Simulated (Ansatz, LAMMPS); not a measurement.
# An extra electron or hole in amorphous 41Ga2O3-59SiO2 (mol %) (111 atoms), part 3 of 4

Does an extra electron or hole in amorphous 41Ga2O3-59SiO2 (mol %) (111 atoms) stay spread out, or do the atoms trap it?

Ansatz 0.2.0; Kohn-Sham DFT, PBE, PAW (set soft_1), plane waves; PAW set soft_1.

The cell: 24 Ga, 17 Si and 70 O. The quench rate of 50 K/ps far exceeds what a furnace or splat quench reaches. The network of bonds at the start is that of the classical potential that made the cell. Sampling is at Γ alone, for a cell whose shortest periodic width is 11 Å.

So far. Step 3 (Relaxation): The relaxation converged after 27 steps, 7.31 eV below its start, with a largest force component of 0.045 eV/Å. Step 5 (An extra electron, atoms held): An extra electron, atoms held: the energy stands 7.95 eV above that of the reference, with a moment of 0.56 μB. An odd electron should give 1 μB; this run ended with the carrier shared between both spins.

**6. An extra electron, atoms relaxed**

The atoms now respond to the charge; the energy gained comes from screening by the atoms, from trapping if the charge localises, and from any strain left in the reference.

Input file input.yaml:

```yaml
crystal:
  lattice:
    - [10.98262, 0.0, 0.0]
    - [0.0, 10.98262, 0.0]
    - [0.0, 0.0, 10.98262]
  atoms:
    [... the 111 atom lines of step 4 ...]
total_charge: -1
kpoints:
  mp_grid: { grid: [1, 1, 1] }
hamiltonian:
  xc: pbe
  pseudopotentials: { kind: paw, azcp: { folder: soft_1 } }
scf:
  occupations: { method: fermi_dirac, width: 0.01 }
  lower_state_search: "off"
output:
  forces: true
magnetization:
  spin_polarized: true
  initial_magnetization: 1
relax:
  f_tol: 0.05
  max_steps: 90
```

Launch:

```bash
> ansatz run input.yaml --threads 4 --pin off --max-ram 8192MiB --backend cpu --events-out ev --progress --plain --runs-dir out
```

Output:

```text
[...]
Crystal: 111 atoms, lattice volume = 1324.701 Å³
Basis set: ecut = 420 eV, 25725 PW (Γ), exchange–correlation on 150×150×150 points (8 copies of the dense FFT grid, shifted against one another)
Bands: 512, of which v1, the nominal top of the filled ones, is band 401 counted from 1 (400 counted from 0)
Symmetry: 1 space group operations
[...]
k-points: 1
[...]
Starting moments: Σ|m| = 1 μB on 111 of 111 sites
[...]
SCF iter   1: F=—  HF=-141414.477517 eV  |F-HF|=—  |Δ(HF+E_count)|=         —  Δρ=5.95e-2 (↑5.80e-2 ↓5.95e-2)  dr2=1.28e2  dr2_m=1.72e-2  M=1.000 μB ∫|m|=1.083 μB  β_m=1.00  ethr=3.10e-3  ⟨swp⟩=6.0  Hψ=4398  notcnv=0  defer=4
[...]
SCF iter   2: F=—  HF=-141388.171950 eV  |F-HF|=—  |Δ(HF+E_count)|=         —  Δρ=3.52e-2 (↑3.52e-2 ↓3.52e-2)  dr2=4.51e1  dr2_m=8.05e-4  M=0.773 μB ∫|m|=0.892 μB  β_m=0.30  ethr=3.10e-3  ⟨swp⟩=2.0  Hψ=1874  notcnv=0  defer=212
[...]
SCF iter   8: F=—  HF=-141374.230766 eV  |F-HF|=—  |Δ(HF+E_count)|=   2.46e-3  Δρ=2.64e-4 (↑2.64e-4 ↓2.24e-4)  dr2=2.02e-3  dr2_m=1.14e-4  M=0.664 μB ∫|m|=0.771 μB  β_m=0.30  ethr=8.87e-7  ⟨swp⟩=3.0  Hψ=1836  notcnv=0  defer=212
[...]
SCF iter  10: F=—  HF=-141374.235613 eV  |F-HF|=—  |Δ(HF+E_count)|=   2.95e-3  Δρ=6.64e-5 (↑6.64e-5 ↓5.16e-5)  dr2=1.61e-4  dr2_m=4.88e-6  M=0.624 μB ∫|m|=0.724 μB  β_m=0.69  ethr=1.56e-7  ⟨swp⟩=2.5  Hψ=1540  notcnv=0  defer=212
[...]
SCF iter  13: F=-141374.235669 eV  HF=-141374.235674 eV  |F-HF|=4.85e-6  |Δ(HF+E_count)|=   9.96e-6  Δρ=1.70e-5 (↑1.70e-5 ↓1.50e-5)  dr2=7.64e-6  dr2_m=9.16e-7  M=0.591 μB ∫|m|=0.685 μB  β_m=0.76  ethr=1.09e-9  ⟨swp⟩=1.0  Hψ=2647  notcnv=0
SCF iter  14: F=-141374.235675 eV  HF=-141374.235675 eV  |F-HF|=4.13e-7  |Δ(HF+E_count)|=   9.49e-7  Δρ=7.09e-6 (↑7.09e-6 ↓6.09e-6)  dr2=2.16e-7  dr2_m=4.72e-7  M=0.583 μB ∫|m|=0.675 μB  ethr=9.54e-10  ⟨swp⟩=1.0  Hψ=2592  notcnv=0
SCF 1 converged in 14 iterations: F = -141374.235675 eV  dr2 = 2.16e-7
[...]
relax step   1: F+E_penalty+E_count = -141374.23567498 eV  Δ(F+E_penalty+E_count) = +0.000e0 eV  max|allowed force component| = 2.312e-1 eV/Å  Δτ_max = 0.0000 Å  (14 SCF iters, dr2 threshold 6.25e-5 eV, accepted)
[...]
relax step   2: F+E_penalty+E_count = -141374.25491495 eV  Δ(F+E_penalty+E_count) = -1.924e-2 eV  max|allowed force component| = 1.506e-1 eV/Å  Δτ_max = 0.0084 Å  (7 SCF iters, dr2 threshold 3.34e-6 eV, accepted)
[...]
relax step   3: F+E_penalty+E_count = -141374.26826214 eV  Δ(F+E_penalty+E_count) = -1.335e-2 eV  max|allowed force component| = 5.101e-2 eV/Å  Δτ_max = 0.0142 Å  (12 SCF iters, accepted)
[...]
relax step   4: F+E_penalty+E_count = -141374.27065066 eV  Δ(F+E_penalty+E_count) = -2.389e-3 eV  max|allowed force component| = 4.895e-2 eV/Å  Δτ_max = 0.0056 Å  (11 SCF iters, accepted)
SCF converged after 11 iterations
Magnetization: 0.6737 μB (400.8368 up, 400.1632 down)
Absolute magnetization: 0.7199 μB (∫|ρ↑−ρ↓|, with the PAW one-centre terms)
[...]
Per-site moments (μB) at R_I (Å): [(0.00530715, 0.750754), (0.00503894, 0.774838), (0.00129265, 0.737181), (0.0026196, 0.764994), (0.00497304, 0.763578), [...]
Free energy (F): -141374.270651 eV
[...]
Internal energy: -141374.261753 eV  (E = F + TS)
E sigma→0 (E₀):  -141374.266202 eV
Entropy (-TS):   -0.008897 eV (-0.080 meV/atom)
Fermi energy:    7.919993 eV
[...]
Σ components = -141374.270651   (vs F -141374.270651, Δ=0.00e0)
--- Forces (eV/Å), atoms counted from 1 ---
  atom   1  Ga     0.02611946     0.01299159    -0.01437318
  atom   2  Ga     0.00028663     0.00683739    -0.00902813
  atom   3  Ga    -0.01642526    -0.00322256     0.01177161
  atom   4  Ga    -0.00007939    -0.00036205     0.01898381
[...]
atom 111  O      0.00489624    -0.00401814    -0.01531001
  max |Σ_I F_I| component: 1.54e-5 eV/Å
--- Relaxed structure (4 steps of the walk, 4 accepted, 0 SCFs on fresh bases) ---
  F+E_penalty+E_count = -141374.27065066 eV   max|allowed force component| = 4.895e-2 eV/Å
  atoms:
    - { symbol: Ga, position: [0.692561, 0.878647, 0.334325] }
    - { symbol: Ga, position: [0.237389, 0.843661, 0.712108] }
    - { symbol: Ga, position: [0.531666, 0.224916, 0.013593] }
    - { symbol: Ga, position: [0.439122, 0.960096, 0.985127] }
[...]
- { symbol: O, position: [0.588604, 0.941992, 0.067872] }
```

The job ended after 1.9 min (4 threads of Intel Xeon Platinum 8488C (Sapphire Rapids), shared host; peak memory 3.4 GiB).

The relaxation converged after 4 steps, 0.0350 eV below its start, with a largest force component of 0.049 eV/Å.

An extra electron, atoms relaxed: the energy stands 7.92 eV above that of the reference, with a moment of 0.67 μB.

**7. An extra electron, levels at the relaxed geometry**

A single point at the new geometry gives levels and spin density.

input.yaml, the sections that differ from step 6:

```yaml
crystal:
  lattice:
    - [10.98262, 0.0, 0.0]
    - [0.0, 10.98262, 0.0]
    - [0.0, 0.0, 10.98262]
  atoms:
    - { symbol: Ga, position: [0.69256, 0.87865, 0.33432] }
    - { symbol: Ga, position: [0.23739, 0.84366, 0.71211] }
    - { symbol: Ga, position: [0.53167, 0.22492, 0.01359] }
    - { symbol: Ga, position: [0.43912, 0.9601, 0.98513] }
    - { symbol: Ga, position: [0.35191, 0.82771, 0.27125] }
    - { symbol: Ga, position: [0.44496, 0.55235, 0.25998] }
    [... 99 atom lines left out ...]
    - { symbol: O, position: [0.72088, 0.77586, 0.20078] }
    - { symbol: O, position: [0.92744, 0.20819, 0.12754] }
    - { symbol: O, position: [0.46395, 0.71739, 0.21056] }
    - { symbol: O, position: [0.821, 0.28697, 0.78294] }
    - { symbol: O, position: [0.45553, 0.56651, 0.57924] }
    - { symbol: O, position: [0.5886, 0.94199, 0.06787] }
output:
  forces: true
  stress: true
  populations: true
  dos:
    method: { smearing: { sigma: 0.1 } }
    de: 0.1
    projected: { site_lists: { Ga: [Ga], O: [O], Si: [Si] } }
  eigenvalues: true
  write_density: true
  write_potential: true
  volumetric_format: npy
# total_charge, kpoints, hamiltonian, scf, magnetization: as in step 6
# relax: removed
```

Output:

```text
[...]
Crystal: 111 atoms, lattice volume = 1324.701 Å³
Basis set: ecut = 420 eV, 25725 PW (Γ), exchange–correlation on 150×150×150 points (8 copies of the dense FFT grid, shifted against one another)
Bands: 512, of which v1, the nominal top of the filled ones, is band 401 counted from 1 (400 counted from 0)
Symmetry: 1 space group operations
[...]
k-points: 1
[...]
Starting moments: Σ|m| = 1 μB on 111 of 111 sites
[...]
SCF iter   1: F=—  HF=-141414.042360 eV  |F-HF|=—  |Δ(HF+E_count)|=         —  Δρ=5.95e-2 (↑5.79e-2 ↓5.95e-2)  dr2=1.27e2  dr2_m=1.75e-2  M=1.000 μB ∫|m|=1.084 μB  β_m=1.00  ethr=3.10e-3  ⟨swp⟩=6.0  Hψ=4398  notcnv=0  defer=6
[...]
SCF iter   2: F=—  HF=-141387.996762 eV  |F-HF|=—  |Δ(HF+E_count)|=         —  Δρ=3.52e-2 (↑3.52e-2 ↓3.52e-2)  dr2=4.45e1  dr2_m=6.75e-4  M=0.789 μB ∫|m|=0.917 μB  β_m=0.30  ethr=3.10e-3  ⟨swp⟩=2.0  Hψ=1887  notcnv=0  defer=212
[...]
SCF iter   8: F=—  HF=-141374.267394 eV  |F-HF|=—  |Δ(HF+E_count)|=   3.94e-3  Δρ=2.68e-4 (↑2.68e-4 ↓2.32e-4)  dr2=2.04e-3  dr2_m=9.14e-5  M=0.711 μB ∫|m|=0.824 μB  β_m=0.30  ethr=8.27e-7  ⟨swp⟩=2.0  Hψ=1424  notcnv=0  defer=212
[...]
SCF iter  10: F=—  HF=-141374.272351 eV  |F-HF|=—  |Δ(HF+E_count)|=   2.98e-3  Δρ=4.97e-5 (↑4.97e-5 ↓3.87e-5)  dr2=1.20e-4  dr2_m=1.57e-6  M=0.693 μB ∫|m|=0.805 μB  β_m=0.68  ethr=1.55e-7  ⟨swp⟩=2.5  Hψ=1541  notcnv=0  defer=212
[...]
SCF iter  18: F=-141374.270647 eV  HF=-141374.270647 eV  |F-HF|=3.49e-10  |Δ(HF+E_count)|=   1.02e-8  Δρ=4.40e-7 (↑3.24e-7 ↓4.40e-7)  dr2=1.93e-9  dr2_m=1.25e-9  M=0.675 μB ∫|m|=0.782 μB  β_m=0.91  ethr=1.43e-12  ⟨swp⟩=6.5  Hψ=5702  notcnv=0
SCF iter  19: F=-141374.270647 eV  HF=-141374.270647 eV  |F-HF|=7.86e-10  |Δ(HF+E_count)|=   4.16e-9  Δρ=2.01e-7 (↑2.01e-7 ↓1.94e-7)  dr2=1.22e-9  dr2_m=1.41e-10  M=0.674 μB ∫|m|=0.782 μB  ethr=1.00e-12  ⟨swp⟩=5.0  Hψ=5444  notcnv=0
SCF 1 converged in 19 iterations: F = -141374.270647 eV  dr2 = 1.22e-9
[...]
SCF converged after 19 iterations
Magnetization: 0.6742 μB (400.8371 up, 400.1629 down)
Absolute magnetization: 0.7205 μB (∫|ρ↑−ρ↓|, with the PAW one-centre terms)
[...]
Per-site moments (μB) at R_I (Å): [(0.00531342, 0.750747), (0.00504234, 0.774820), (0.00129365, 0.737173), (0.00262062, 0.764976), (0.00497647, 0.763555), [...]
Free energy (F): -141374.270647 eV
[...]
Internal energy: -141374.261759 eV  (E = F + TS)
E sigma→0 (E₀):  -141374.266203 eV
Entropy (-TS):   -0.008888 eV (-0.080 meV/atom)
Fermi energy:    7.919987 eV
[...]
Σ components = -141374.270647   (vs F -141374.270647, Δ=0.00e0)
--- Forces (eV/Å), atoms counted from 1 ---
  atom   1  Ga     0.02591724     0.01263316    -0.01437235
  atom   2  Ga    -0.00024436     0.00637929    -0.00917383
  atom   3  Ga    -0.01720355    -0.00406960     0.01305040
  atom   4  Ga     0.00058602    -0.00044902     0.01936724
[...]
atom 111  O      0.00702337    -0.00336603    -0.01560456
  max |Σ_I F_I| component: 1.40e-5 eV/Å
--- Stress (GPa, compression-positive) ---
        3.570328      -1.194464       0.657827
       -1.194467       3.160351       0.271497
        0.657825       0.271498       3.735731
  P = ⅓ Tr σ = 3.4888 GPa (34.888 kbar)
--- Band table (eV) ---
[...]
--- Löwdin populations: 111 sites ---
  site symbol       q [e]    m [muB]
     0     Ga     11.8902     0.0287
     1     Ga     11.9553     0.0214
     2     Ga     11.8836     0.0096
[...]
110      O      6.6956     0.0040
  spilling = 0.006484 (of n_electrons = 801.000000)
```

The job ended after 62 s (4 threads; peak memory 3.5 GiB; 4 min of CPU time).

An extra electron, levels at the relaxed geometry: the energy stands 7.92 eV above that of the reference, with a moment of 0.67 μB.

The levels nearest the highest filled one (over half full), pooled over k-points and spins:

| level less the highest filled one (eV) | occupation |
| --- | --- |
| -2.61 | 1 |
| -2.41 | 1 |
| -2.40 | 1 |
| 0 | 0.837 |
| 0.0327 | 0.163 |
| 1.48 | 0 |
| 1.53 | 0 |
| 1.61 | 0 |

Spin density in the ac plane at fractional y = 0.567, with atoms of Ga and Si and O within 0.2 Å of it.

Values in units of 1e-3 e/Å³, 13 rows by 16 columns, each cell a mean:
```
 0.1  0.1  0.3  0.4  0.3  7.2  1.8  0.3  0.6  0.3  0.1  0.2  0.2  0.2  0.1  0.0
 1.4  0.3  0.5  0.3  0.1  0.0  0.1  0.1  0.4  0.1  0.1  0.1  0.1  0.2  0.1  2.9
 0.2  1.1  0.9  0.3  0.2  0.1  0.1  0.3  2.4  0.3  0.1  0.1  2.0  0.1  0.2  0.1
 0.5  0.7  0.7  0.3  0.1  0.1  0.1  0.0  0.4  1.2  1.0  0.1  0.5  0.1  0.1  0.4
 0.2  0.1  0.2  0.1  0.1  0.2  0.0  0.7  0.4  1.4  0.8  0.1  0.0  0.1  0.0  0.3
 0.4  0.5  0.1  0.0  0.1  0.4  0.2  7.6  1.3  0.0  1.0  1.1  0.0  0.1  0.1  0.2
 0.2  0.1  0.1  0.1  0.3  0.2 -0.1  0.2  0.1  0.1  0.4  0.3  0.1  0.1  0.1  0.1
 1.4  0.3  0.0  0.1  0.1  1.2  0.9  0.1  0.3  0.4  0.3  0.2  0.1  0.0  0.0  0.1
 0.2  0.1  0.1  0.1  0.0  0.8  0.6  0.4  0.2  0.8  0.2  0.0  0.3  0.3  0.1  0.1
 1.0  0.3  0.1  0.1  0.2  0.4  0.5 -0.9  0.3  1.2  0.4  0.2  0.2  0.1  0.3  0.7
 0.5  0.1  0.0  0.2  0.3  0.5  0.9  1.0  0.5  0.0  0.5  1.4  0.5  0.0 -0.1  0.5
 0.5  0.3  0.6  0.1  0.4  0.2  0.2  0.4  0.2  4.2  0.9  1.5  0.5  2.8  1.2  0.4
 0.6  0.1  0.2  0.3  0.2  4.4  1.1  0.4  0.1  3.7  0.9  0.4  0.3  0.1  0.2  0.8
```
Columns run along a (11.0 Å), rows up along c (11.0 Å). Atoms in or near the plane, at fractional coordinates: Ga at (0.44, 0.26), Si at (0.95, 0.29), O at (0.04, 0.42), O at (0.75, 0.78), O at (0.97, 0.89), O at (0.35, 0.98), O at (0.52, 0.82), O at (0.33, 0.38), O at (0.87, 0.14), O at (0.58, 0.06), O at (0.46, 0.58).

**8. Neutral at the geometry of the electron**

The neutral cell at the new geometry gives the energy of that geometry without the charge.

input.yaml, the sections that differ from step 7:

```yaml
crystal:
  lattice:
    - [10.98262, 0.0, 0.0]
    - [0.0, 10.98262, 0.0]
    - [0.0, 0.0, 10.98262]
  atoms:
    [... the 111 atom lines of step 7 ...]
scf:
  occupations: { method: fixed }
output:
  forces: true
  stress: true
  populations: true
  dos:
    method: { smearing: { sigma: 0.1 } }
    de: 0.1
    projected: { site_lists: { Ga: [Ga], O: [O], Si: [Si] } }
  eigenvalues: true
# kpoints, hamiltonian: as in step 7
# total_charge: removed
# magnetization: removed
```

Output:

```text
[...]
Crystal: 111 atoms, lattice volume = 1324.701 Å³
Basis set: ecut = 420 eV, 25725 PW (Γ), exchange–correlation on 150×150×150 points (8 copies of the dense FFT grid, shifted against one another)
Bands: 511, of which v1, the nominal top of the filled ones, is band 400 counted from 1 (399 counted from 0)
Symmetry: 1 space group operations
[...]
k-points: 1
[...]
SCF iter   1: F=—  HF=-141425.535246 eV  |F-HF|=—  |Δ(HF+E_count)|=         —  Δρ=1.21e-1  dr2=1.35e2  ethr=3.10e-3  ⟨swp⟩=5.0  Hψ=1819  notcnv=0  defer=108
[...]
SCF iter  12: F=—  HF=-141382.153141 eV  |F-HF|=—  |Δ(HF+E_count)|=   5.15e-9  Δρ=6.34e-6  dr2=5.46e-7  ethr=3.53e-10  ⟨swp⟩=2.0  Hψ=804  notcnv=0  defer=105
SCF iter  13: F=-141382.153141 eV  HF=-141382.153141 eV  |F-HF|=1.89e-8  |Δ(HF+E_count)|=   4.13e-9  Δρ=2.74e-6  dr2=9.01e-8  ethr=1.25e-11  ⟨swp⟩=16.0  Hψ=3097  notcnv=0
SCF 1 converged in 13 iterations: F = -141382.153141 eV  dr2 = 9.01e-8
[...]
SCF converged after 13 iterations
Free energy (F): -141382.153141 eV
[...]
Internal energy: -141382.153141 eV  (E = F + TS)
E sigma→0 (E₀):  -141382.153141 eV
Fermi energy:    5.515390 eV
[...]
Σ components = -141382.153141   (vs F -141382.153141, Δ=0.00e0)
--- Forces (eV/Å), atoms counted from 1 ---
  atom   1  Ga     0.09773190     0.07649123     0.03106955
  atom   2  Ga    -0.08854622     0.07704437    -0.13985493
  atom   3  Ga     0.02669951     0.05486697     0.05531480
  atom   4  Ga     0.04078096     0.02907060    -0.00802573
[...]
atom 111  O     -0.09660508    -0.11129019    -0.02449878
  max |Σ_I F_I| component: 5.53e-5 eV/Å
--- Stress (GPa, compression-positive) ---
        2.991822      -1.225774       0.715819
       -1.225777       2.402823       0.277354
        0.715817       0.277355       3.028939
  P = ⅓ Tr σ = 2.8079 GPa (28.079 kbar)
--- Band table (eV) ---
[...]
--- Löwdin populations: 111 sites ---
  site symbol       q [e]
     0     Ga     11.8534
     1     Ga     11.9300
     2     Ga     11.8661
[...]
110      O      6.6919
  spilling = 0.006465 (of n_electrons = 800.000000)
```

Elapsed: 22 s, on 4 threads; peak memory 2.1 GiB; 81 s of CPU time.

Neutral at the geometry of the electron: the energy stands 0.0371 eV above that of the reference.

(Continued in part 4 of 4.)

[Long decimals in the printed logs are rounded to 6 places.]

[Logs are printed without paths, hosts, clocks, repeated set-up lines and the standing remarks that a program may print on its own settings, such as how far it seeks lower states.]

[Hosts, paths, dates, database ids (printed as entryN), source tags and the programs' standing remarks are cut or masked in the printed files.]
